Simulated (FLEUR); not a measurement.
# NaCeS2: which magnetic order is lowest, part 4 of 4

Does NaCeS2 prefer parallel or opposed moments?

FLEUR MaX-R8.1; LDA (Moruzzi-Janak-Williams) with U = 4.3 eV, J = 0.7 eV on Ce f; all-electron FLAPW, Dirac cores, scalar-relativistic bands. The settings are cheaper than careful work needs.

So far. Step 5 (Start 4: antiferro q=(1/2,1/2,1/2) +-): It lies 0.710 meV a seeded atom over the first start, and its largest moment is 0.989 μB against 0.982 μB. Step 6 (Order 5, typed as no spin polarisation): It lies 849 meV a seeded atom over the first start.

## (7) An attempt with other settings

A slip in the input shows what the program catches and what it lets pass.

Contents of inp.xml:

```
<?xml version="1.0" encoding="UTF-8" standalone="no"?>
<fleurInput fleurInputVersion="0.39">
   <comment>
      NaCeS2
   </comment>
   <calculationSetup>
      <cutoffs Kmax="3.6" Gmax="9.0" GmaxXC="9.0" numbands="0"/>
      <scfLoop itmax="100" minDistance="0.0001" maxIterBroyd="15" imix="straight" alpha="0.9" precondParam="0.0" spinf="2.0" sdNocoIR="T"/>
      <coreElectrons ctail="T" frcor="F" kcrel="0" coretail_lmax="0"/>
      <xcFunctional name="mjw" relativisticCorrections="F"/>
      <magnetism jspins="2"/>
      <soc l_soc="F" theta="0.0" phi="0.0" spav="F"/>
      <expertModes spex="0" secvar="F"/>
      <geometryOptimization l_f="F" forcealpha="1.0" forcemix="BFGS" epsdisp="0.00001" epsforce="0.00001"/>
      <ldaU l_linMix="F" mixParam="0.05" spinf="1.0"/>
   </calculationSetup>
   <cell>
      <bzIntegration valenceElectrons="33.0" mode="hist" fermiSmearingEnergy="0.00183747">
         <kPointListSelection listName="default-1"/>
         <xi:include xmlns:xi="http://www.w3.org/2001/XInclude" href="kpts.xml"> </xi:include>
      </bzIntegration>
      <xi:include xmlns:xi="http://www.w3.org/2001/XInclude" href="sym.xml"> </xi:include>
      <bulkLattice scale="1.0">
         <bravaisMatrix>
            <row-1>    7.7201548286121175     0.0000000000000000     0.0000000000000000</row-1>
            <row-2>    0.0000000000000000     7.7201548286121175     0.0000000000000000</row-2>
            <row-3>    0.0000000000000000     0.0000000000000000    10.5759580809868758</row-3>
         </bravaisMatrix>
      </bulkLattice>
   </cell>
   <atomSpecies>
      <species name="Sodium (Na)" element="Na" atomicNumber="11">
         <mtSphere radius="2.58" gridPoints="853" logIncrement="0.013"/>
         <atomicCutoffs lmax="10" lnonsphr="8"/>
         <electronConfig flipSpins="F">
            <coreConfig>(1s1/2)</coreConfig>
            <valenceConfig>(2s1/2) (2p1/2) (2p3/2) (3s1/2)</valenceConfig>
            <stateOccupation state="(3s1/2)" spinUp="0.500000" spinDown="0.500000"/>
         </electronConfig>
         <energyParameters s="3" p="3" d="3" f="4"/>
         <lo type="SCLO" l="0" n="2" eDeriv="0"/>
         <lo type="SCLO" l="1" n="2" eDeriv="0"/>
      </species>
      <species name="Cerium (Ce1.000" element="Ce" atomicNumber="58">
         <mtSphere radius="2.58" gridPoints="853" logIncrement="0.015"/>
         <atomicCutoffs lmax="10" lnonsphr="8"/>
         <electronConfig flipSpins="F">
            <coreConfig>(1s1/2) (2s1/2) (2p1/2) (2p3/2) (3s1/2) (3p1/2) (3p3/2) (4s1/2) (3d3/2) (3d5/2) (4p1/2) (4p3/2) (4d3/2) (4d5/2)</coreConfig>
            <valenceConfig>(5s1/2) (5p1/2) (5p3/2) (6s1/2) (5d3/2) (5d5/2) (4f5/2) (4f7/2)</valenceConfig>
            <stateOccupation state="(5d3/2)" spinUp="0.2" spinDown="0.2"/>
            <stateOccupation state="(5d5/2)" spinUp="0.3" spinDown="0.3"/>
            <stateOccupation state="(4f5/2)" spinUp="0.4285714285714" spinDown="0.0"/>
            <stateOccupation state="(4f7/2)" spinUp="0.5714285714286" spinDown="0.0"/>
         </electronConfig>
         <energyParameters s="6" p="6" d="5" f="4"/>
         <ldaU l="3" U="4.3" J="0.7" l_amf="F"/>
         <lo type="SCLO" l="0" n="5" eDeriv="0"/>
         <lo type="SCLO" l="1" n="5" eDeriv="0"/>
      </species>
      <species name="Sulfur (S)" element="S" atomicNumber="16">
         <mtSphere radius="2.58" gridPoints="853" logIncrement="0.014"/>
         <atomicCutoffs lmax="10" lnonsphr="8"/>
         <electronConfig flipSpins="F">
            <coreConfig>(1s1/2) (2s1/2) (2p1/2) (2p3/2)</coreConfig>
            <valenceConfig>(3s1/2) (3p1/2) (3p3/2)</valenceConfig>
            <stateOccupation state="(3p1/2)" spinUp="0.666667" spinDown="0.666667"/>
            <stateOccupation state="(3p3/2)" spinUp="1.333333" spinDown="1.333333"/>
         </electronConfig>
         <energyParameters s="3" p="3" d="3" f="4"/>
      </species>
   </atomSpecies>
   <atomGroups>
      <atomGroup species="Sodium (Na)">
         <relPos label="                   1">.0000000000 .0000000000 .0000000000</relPos>
         <force calculate="T" relaxXYZ="TTT"/>
      </atomGroup>
      <atomGroup species="Cerium (Ce1.000">
         <relPos label="                   2">1.000/2.000 1.000/2.000 1.000/2.000</relPos>
         <force calculate="T" relaxXYZ="TTT"/>
      </atomGroup>
      <atomGroup species="Sulfur (S)">
         <relPos label="                   3">.0000000000 .0000000000 1.000/2.000</relPos>
         <force calculate="T" relaxXYZ="TTT"/>
      </atomGroup>
      <atomGroup species="Sulfur (S)">
         <relPos label="                   4">1.000/2.000 1.000/2.000 .0000000000</relPos>
         <force calculate="T" relaxXYZ="TTT"/>
      </atomGroup>
   </atomGroups>
   <output dos="F" band="F" slice="F">
      <bandDOS minEnergy="-.5*Htr" maxEnergy="0.5*Htr" sigma="0.015" storeEVData="T"/>
      <plotting iplot="0" polar="F">
         <plot TwoD="T" vec1="  1.0  0.0  0.0" vec2="  0.0  1.0  0.0" vec3="  0.0  0.0  1.0" zero="  0.0  0.0  0.0" file="plot"/>
      </plotting>
      <moessbauerParams electricFieldGradient="F" isomerShift="F" coreHyperfine="F" valenceHyperfine="F"/>
   </output>
</fleurInput>
```

Contents of crystal.txt:

```
NaCeS2
&input film=F cartesian=F /
4.08533000000  0.00000000000  0.00000000000
0.00000000000  4.08533000000  0.00000000000
0.00000000000  0.00000000000  5.59655600000
1.8897261246
1.0 1.0 1.0

4
11 0.00000000000  0.00000000000  0.00000000000
58 0.50000000000  0.50000000000  0.50000000000 : 1.000
16 0.00000000000  0.00000000000  0.50000000000
16 0.50000000000  0.50000000000  0.00000000000

&kpt div1=4 div2=4 div3=4 gamma=T /
```

On the command line:

```sh
OMP_NUM_THREADS=1 inpgen -f crystal.txt > inpgen.log  # inp.xml is then edited as shown
OMP_NUM_THREADS=1 mpirun -n 4 fleur_MPI > fleur.log
```

Log:

```text
[banner, memory and clock lines left out]
Welcome to FLEUR        (www.flapw.de)
      MaX-Release 8.1          (www.max-centre.eu)

 ========== k-point set info ==========
 Selected k-point list: default-1
 k-point list type: mesh
 0 x 0 x 0
 Number of k points: 20

 [... set-up left out ...]
 Reset of history
 Iteration:     1   Distance:      14.47341270 me/bohr^3
 Iteration:     2   Distance:      54.39687331 me/bohr^3
 Invalid elements in DFT+U matrix after mixing:
 Reset of history
 Iteration:     3   Distance:     191.52242974 me/bohr^3
**************FLEUR-Error*****************
Error message: differ 2: problems with solving dirac equation
Error occurred in subroutine: differ
Hint: The n=3 l=0 state of an atom with Z=16 seems to be above the reasonable energy range.
Error from PE:3/4
*****************************************

Memory (rank 3): 0.053 GB (peak 0.069 GB)

--- out.xml (last complete iteration) ---
<iteration numberForCurrentRun="    2" overallNumber="    2">
         [... left out ...]
         <bandgap value="0.0027554906" units="eV"/>
         <sumValenceSingleParticleEnergies value="-11.5373596039" units="Htr"/>
         <FermiEnergy value="0.1905243102" units="Htr"/>
         [... left out ...]
         <magneticMomentsInMTSpheres units="muBohr">
            <globalMagMoment atomType="1" vec="0.00000   0.00000   0.00118"/>
            <globalMagMoment atomType="2" vec="0.00000   0.00000   3.21203"/>
            <globalMagMoment atomType="3" vec="0.00000   0.00000  -0.01160"/>
            <globalMagMoment atomType="4" vec="0.00000   0.00000  -0.02993"/>
         </magneticMomentsInMTSpheres>
         [... left out ...]
         <totalEnergy value="    -9816.9531452492" units="Htr">
            <sumOfEigenvalues value="    -5999.1816343812">
               <coreElectrons value="-5987.6442747773"/>
               <valenceElectrons value="-11.5373596039"/>
            </sumOfEigenvalues>
         [... left out ...]
            <freeEnergy value="-9816.9550669751"/>
            <extrapolationTo0K value="-9816.9541061122"/>
         </totalEnergy>
         [... left out ...]
         <ldaUDensityMatrixConvergence>
            <distance spin="1" distance="4.227286"/>
            <distance spin="2" distance="0.637932"/>
         </ldaUDensityMatrixConvergence>
         <densityConvergence units="me/bohr^3">
            <chargeDensity spin="1" distance="41.0943640093"/>
            <chargeDensity spin="2" distance="16.7031792509"/>
            <overallChargeDensity distance="54.3968733064"/>
            <spinDensity distance="31.2484571670"/>
         </densityConvergence>
      </iteration>
```

It took 9.8 s on 4 MPI ranks of AMD EPYC 7R43, shared host; peak memory 0.24 GiB.

The run ended with an error.

The program's message: “differ 2: problems with solving dirac equation”

The fault in the input: linear mixing far too strong.

Taking so much of each new density makes the cycles overshoot; a small alpha with Anderson mixing is the cure.

## (8) Energies of the orders

Free energies are divided by the number of seeded atoms, so that cells of unlike size compare. Wavevectors q in the names are fractions of the primitive cell's reciprocal vectors.

Orders:

```tsv
start	final state	typed order kept	energy over the lowest (meV a seeded atom)	largest sphere moment (μB)	net moment (μB a primitive cell)	mesh matched	CPU time (s)
ferro +	ferromagnetic	yes	0	0.9815	0.9932	yes	147.4
antiferro q=(0,1/2,0) +-	antiferromagnetic	yes	0.9027	0.9859	0	yes	655.5
antiferro q=(1/2,1/2,0) +-	antiferromagnetic	yes	1.106	0.9849	0	yes	605.7
antiferro q=(1/2,1/2,1/2) +-	antiferromagnetic	yes	0.7102	0.9889	0	yes	574.2
no spin polarisation	non-magnetic	-	848.5	0	0	yes	179.6
```

## (9) Spin–orbit coupling, moments along [001]

Spin–orbit coupling ties the spins to the lattice and lets orbital moments form.

A new self-consistent run of the start ferro +, with the moments along z. Here n_mmp_mat seeds f states of whole m by Hund's three rules.

Contents of inp.xml:

```
<?xml version="1.0" encoding="UTF-8" standalone="no"?>
<fleurInput fleurInputVersion="0.39">
   <comment>
      NaCeS2
   </comment>
   <calculationSetup>
      <cutoffs Kmax="3.6" Gmax="9.0" GmaxXC="9.0" numbands="113"/>
      <scfLoop itmax="130" minDistance="0.0001" maxIterBroyd="15" imix="Anderson" alpha="0.05" precondParam="0.0" spinf="2.0" sdNocoIR="T"/>
      <coreElectrons ctail="T" frcor="F" kcrel="0" coretail_lmax="0"/>
      <xcFunctional name="mjw" relativisticCorrections="F"/>
      <magnetism jspins="2"/>
      <soc l_soc="T" theta="0.0" phi="0.0" spav="F"/>
      <expertModes spex="0" secvar="F"/>
      <geometryOptimization l_f="F" forcealpha="1.0" forcemix="BFGS" epsdisp="0.00001" epsforce="0.00001"/>
      <ldaU l_linMix="F" mixParam="0.05" spinf="1.0"/>
   </calculationSetup>
   <cell>
      <bzIntegration valenceElectrons="33.0" mode="hist" fermiSmearingEnergy="0.00183747">
         <kPointListSelection listName="default-1"/>
         <xi:include xmlns:xi="http://www.w3.org/2001/XInclude" href="kpts.xml"> </xi:include>
      </bzIntegration>
      <xi:include xmlns:xi="http://www.w3.org/2001/XInclude" href="sym.xml"> </xi:include>
      <bulkLattice scale="1.0">
         <bravaisMatrix>
            <row-1>    7.7201548286121175     0.0000000000000000     0.0000000000000000</row-1>
            <row-2>    0.0000000000000000     7.7201548286121175     0.0000000000000000</row-2>
            <row-3>    0.0000000000000000     0.0000000000000000    10.5759580809868758</row-3>
         </bravaisMatrix>
      </bulkLattice>
   </cell>
   <atomSpecies>
      <species name="Sodium (Na)" element="Na" atomicNumber="11">
         <mtSphere radius="2.58" gridPoints="853" logIncrement="0.013"/>
         <atomicCutoffs lmax="10" lnonsphr="8"/>
         <electronConfig flipSpins="F">
            <coreConfig>(1s1/2)</coreConfig>
            <valenceConfig>(2s1/2) (2p1/2) (2p3/2) (3s1/2)</valenceConfig>
            <stateOccupation state="(3s1/2)" spinUp="0.500000" spinDown="0.500000"/>
         </electronConfig>
         <energyParameters s="3" p="3" d="3" f="4"/>
         <lo type="SCLO" l="0" n="2" eDeriv="0"/>
         <lo type="SCLO" l="1" n="2" eDeriv="0"/>
      </species>
      <species name="Cerium (Ce1.000" element="Ce" atomicNumber="58">
         <mtSphere radius="2.58" gridPoints="853" logIncrement="0.015"/>
         <atomicCutoffs lmax="10" lnonsphr="8"/>
         <electronConfig flipSpins="F">
            <coreConfig>(1s1/2) (2s1/2) (2p1/2) (2p3/2) (3s1/2) (3p1/2) (3p3/2) (4s1/2) (3d3/2) (3d5/2) (4p1/2) (4p3/2) (4d3/2) (4d5/2)</coreConfig>
            <valenceConfig>(5s1/2) (5p1/2) (5p3/2) (6s1/2) (5d3/2) (5d5/2) (4f5/2) (4f7/2)</valenceConfig>
            <stateOccupation state="(5d3/2)" spinUp="0.2" spinDown="0.2"/>
            <stateOccupation state="(5d5/2)" spinUp="0.3" spinDown="0.3"/>
            <stateOccupation state="(4f5/2)" spinUp="0.4285714285714" spinDown="0.0"/>
            <stateOccupation state="(4f7/2)" spinUp="0.5714285714286" spinDown="0.0"/>
         </electronConfig>
         <energyParameters s="6" p="6" d="5" f="4"/>
         <ldaU l="3" U="4.3" J="0.7" l_amf="F"/>
         <lo type="SCLO" l="0" n="5" eDeriv="0"/>
         <lo type="SCLO" l="1" n="5" eDeriv="0"/>
      </species>
      <species name="Sulfur (S)" element="S" atomicNumber="16">
         <mtSphere radius="2.58" gridPoints="853" logIncrement="0.014"/>
         <atomicCutoffs lmax="10" lnonsphr="8"/>
         <electronConfig flipSpins="F">
            <coreConfig>(1s1/2) (2s1/2) (2p1/2) (2p3/2)</coreConfig>
            <valenceConfig>(3s1/2) (3p1/2) (3p3/2)</valenceConfig>
            <stateOccupation state="(3p1/2)" spinUp="0.666667" spinDown="0.666667"/>
            <stateOccupation state="(3p3/2)" spinUp="1.333333" spinDown="1.333333"/>
         </electronConfig>
         <energyParameters s="3" p="3" d="3" f="4"/>
      </species>
   </atomSpecies>
   <atomGroups>
      <atomGroup species="Sodium (Na)">
         <relPos label="                   1">.0000000000 .0000000000 .0000000000</relPos>
         <force calculate="T" relaxXYZ="TTT"/>
      </atomGroup>
      <atomGroup species="Cerium (Ce1.000">
         <relPos label="                   2">1.000/2.000 1.000/2.000 1.000/2.000</relPos>
         <force calculate="T" relaxXYZ="TTT"/>
      </atomGroup>
      <atomGroup species="Sulfur (S)">
         <relPos label="                   3">.0000000000 .0000000000 1.000/2.000</relPos>
         <force calculate="T" relaxXYZ="TTT"/>
      </atomGroup>
      <atomGroup species="Sulfur (S)">
         <relPos label="                   4">1.000/2.000 1.000/2.000 .0000000000</relPos>
         <force calculate="T" relaxXYZ="TTT"/>
      </atomGroup>
   </atomGroups>
   <output dos="F" band="F" slice="F">
      <bandDOS minEnergy="-.5*Htr" maxEnergy="0.5*Htr" sigma="0.015" storeEVData="T"/>
      <plotting iplot="0" polar="F">
         <plot TwoD="T" vec1="  1.0  0.0  0.0" vec2="  0.0  1.0  0.0" vec3="  0.0  0.0  1.0" zero="  0.0  0.0  0.0" file="plot"/>
      </plotting>
      <moessbauerParams electricFieldGradient="F" isomerShift="F" coreHyperfine="F" valenceHyperfine="F"/>
   </output>
</fleurInput>
```

Contents of crystal.txt:

```
NaCeS2
&input film=F cartesian=F /
4.08533000000  0.00000000000  0.00000000000
0.00000000000  4.08533000000  0.00000000000
0.00000000000  0.00000000000  5.59655600000
1.8897261246
1.0 1.0 1.0

4
11 0.00000000000  0.00000000000  0.00000000000
58 0.50000000000  0.50000000000  0.50000000000 : 1.000
16 0.00000000000  0.00000000000  0.50000000000
16 0.50000000000  0.50000000000  0.00000000000

&soc 0.0000000 0.0000000 /
&kpt div1=4 div2=4 div3=4 gamma=T /
```

Log:

```text
[banner, memory and clock lines left out]
Welcome to FLEUR        (www.flapw.de)
      MaX-Release 8.1          (www.max-centre.eu)

 ========== k-point set info ==========
 Selected k-point list: default-1
 k-point list type: mesh
 0 x 0 x 0
 Number of k points: 20

 [... set-up left out ...]
 Iteration:     1   Distance:      11.23612714 me/bohr^3
 Iteration:     2   Distance:      10.42549692 me/bohr^3
 Iteration:     3   Distance:       6.56556169 me/bohr^3
 Iteration:     4   Distance:       8.14872114 me/bohr^3
 Iteration:     5   Distance:       2.11855770 me/bohr^3
 Iteration:     6   Distance:       2.32169045 me/bohr^3
 Iteration:     7   Distance:       2.23353529 me/bohr^3
 Iteration:     8   Distance:       0.75353126 me/bohr^3
 Iteration:     9   Distance:       0.59235061 me/bohr^3
 Iteration:    10   Distance:       0.55082880 me/bohr^3
[... 19 iterations left out ...]
 Iteration:    30   Distance:       0.00177549 me/bohr^3
 Iteration:    31   Distance:       0.00121777 me/bohr^3
 Iteration:    32   Distance:       0.00052105 me/bohr^3
 Iteration:    33   Distance:       0.00036867 me/bohr^3
 Iteration:    34   Distance:       0.00039587 me/bohr^3
 Iteration:    35   Distance:       0.00049424 me/bohr^3
 Iteration:    36   Distance:       0.00039242 me/bohr^3
 Iteration:    37   Distance:       0.00014746 me/bohr^3
 Iteration:    38   Distance:       0.00013844 me/bohr^3
 Iteration:    39   Distance:       0.00008516 me/bohr^3

 ********************************************************************
 Run finished successfully
 Stop message:
   all done
 ********************************************************************

--- out.xml (last complete iteration) ---
<iteration numberForCurrentRun="   39" overallNumber="   39">
         [... left out ...]
         <bandgap value="0.1686356262" units="eV"/>
         <sumValenceSingleParticleEnergies value="-11.5447541699" units="Htr"/>
         <FermiEnergy value="0.1865724951" units="Htr"/>
         [... left out ...]
         <magneticMomentsInMTSpheres units="muBohr">
            <globalMagMoment atomType="1" vec="0.00000   0.00000  -0.00037"/>
            <globalMagMoment atomType="2" vec="0.00000   0.00000   0.92686"/>
            <globalMagMoment atomType="3" vec="0.00000   0.00000  -0.02065"/>
            <globalMagMoment atomType="4" vec="0.00000   0.00000  -0.01294"/>
         </magneticMomentsInMTSpheres>
         <orbitalMomentsInMTSpheres units="muBohr">
            <globalMagMoment atomType="1" vec="0.00000   0.00000  -0.00001"/>
            <globalMagMoment atomType="2" vec="0.00000   0.00000  -2.63952"/>
            <globalMagMoment atomType="3" vec="0.00000   0.00000   0.00501"/>
            <globalMagMoment atomType="4" vec="0.00000   0.00000   0.00168"/>
         </orbitalMomentsInMTSpheres>
         [... left out ...]
         <totalEnergy value="    -9816.5450674971" units="Htr">
            <sumOfEigenvalues value="    -5999.0806902584">
               <coreElectrons value="-5987.5359360885"/>
               <valenceElectrons value="-11.5447541699"/>
            </sumOfEigenvalues>
         [... left out ...]
            <freeEnergy value="-9816.5451831782"/>
            <extrapolationTo0K value="-9816.5451253377"/>
         </totalEnergy>
         [... left out ...]
         <ldaUDensityMatrixConvergence>
            <distance spin="1" distance="0.000004"/>
            <distance spin="2" distance="0.000001"/>
         </ldaUDensityMatrixConvergence>
         <densityConvergence units="me/bohr^3">
            <chargeDensity spin="1" distance="0.0000648383"/>
            <chargeDensity spin="2" distance="0.0000288144"/>
            <overallChargeDensity distance="0.0000851564"/>
            <spinDensity distance="0.0000530749"/>
         </densityConvergence>
      </iteration>
```

It took 2.9 min on 4 MPI ranks; peak memory 0.46 GiB.

Spin moment in the muffin-tin sphere by atom:

```tsv
atom	spin moment in the muffin-tin sphere (μB)
Na1	0.000
Ce2	0.927
S3	-0.021
S4	-0.013
```

Read from the output:

```yaml
free_energy: -267121.8026 eV
program_s_band_gap_on_this_mesh_in_a_metal_only_a_level_spacing: 0.1686 eV
magnetization: 0.9818 μB
final_state: ferromagnetic
orbital_moment_along_the_spin: -2.640 μB
```

Orbital moment in the sphere, along the spin axis by atom:

```tsv
atom	orbital moment in the sphere, along the spin axis (μB)
Na1	0.00
Ce2	-2.64
S3	0.01
S4	0.00
```

## (10) What came out

- lowest state found: ferromagnetic (typed ferro +)
- largest site spin moment: 0.982 μB
- next finished state: antiferromagnetic, 0.710 meV a seeded atom higher
- spinless run over the lowest (under a U no clean measure of the moments): 849 meV a seeded atom
- orbital moment on the atom of largest spin, along its spin (spin–orbit run): -2.64 μB
- spin plus orbital moment: Ce 1.71 μB

What this shows: The lowest state found is ferromagnetic, reached from the start ferro +, with moments up to 0.982 μB. The two lowest states lie so close that the mesh, the functional or spin–orbit coupling could swap them. Under a U a spinless run can be left with part-filled orbitals, which the U penalises, or fall into a low-spin state, so its energy is no clean measure of what the moments gain. The orbital moment is antiparallel to the spin, as Hund's third rule has it for a shell under half filled. The f shell was seeded by Hund's rules, so the run need not end in the lowest state; crystal-field states that mix several m can carry less. This is the lowest of 5 finished starts, no proof of the ground state. Open f shells have many stationary orbital fillings, so the state need not be the lowest, and spin-only moments miss the orbital part.

[Logs and program files are shortened in this print: banners, set-up blocks, solver, clock and traceback lines can be left out without a mark of their own.]

[Logs are printed without paths, hosts, clocks, repeated set-up lines and the standing remarks that a program may print on its own settings, such as how far it seeks lower states.]

[Hosts, paths, dates, database ids (printed as entryN), source tags and the programs' standing remarks are cut or masked in the printed files.]

[Where a cell is said to come from a database of computed structures, the database is the Materials Project.]
